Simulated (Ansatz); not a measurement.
Rows from a G0W0 calculation on MoSSe/WS2 (heterobilayer) (Ansatz 0.2.0; G0W0 on LDA, plane waves, PAW; PAW set soft_1; 9×9×1 mesh, 530 empty bands, screening to 75 eV, PAW set soft_1 files), in eV. Spin-orbit coupling is left out.

| row | k | band | start | Σx | Σc at the solution | Vxc |
| --- | --- | --- | --- | --- | --- | --- |
| A | (0.111, 0.222, 0.000) | v1 | -6.492 | -19.467 | 1.368 | -18.206 |
| B | (0.111, 0.222, 0.000) | c1 | -4.125 | -13.530 | -3.661 | -17.953 |
| C | Γ | v1 | -5.073 | -19.177 | 0.677 | -18.638 |
| D | Γ | c1 | -2.837 | -13.860 | -4.051 | -18.701 |
| E | (0.111, 0.222, 0.000) | c2 | -3.436 | -13.965 | -3.886 | -18.639 |
| F | Γ | v2 | -6.117 | -18.370 | 1.061 | -17.398 |

Question: Give the quasiparticle energies and the shift of each level.

The quasiparticle equation reads E = start + Σx + Σc(E) − Vxc.

```csv
row,E (eV),shift (eV)
A,-6.385,+0.107
B,-3.363,+0.762
C,-4.935,+0.138
D,-2.047,+0.790
E,-2.647,+0.788
F,-6.029,+0.088
```

The gap over the computed points goes from 0.95 eV to 1.57 eV.

Limits: not at the basis limit; coarse mesh for a sheet; no spin-orbit coupling.

[Paths, hosts, dates, memory and timing lines, banners, echoed tables and standing remarks are left out of the program output.]

[Logs are printed without paths, hosts, clocks, repeated set-up lines and the standing remarks that a program may print on its own settings, such as how far it seeks lower states.]

[Runs of the session that timed out or met a known fault of the program may be left out.]

[Cells called generated may have been cut or substituted from an entry of the Crystallography Open Database or the Materials Project.]

[Hosts, paths, dates, database ids (printed as entryN), source tags and the programs' standing remarks are cut or masked in the printed files.]
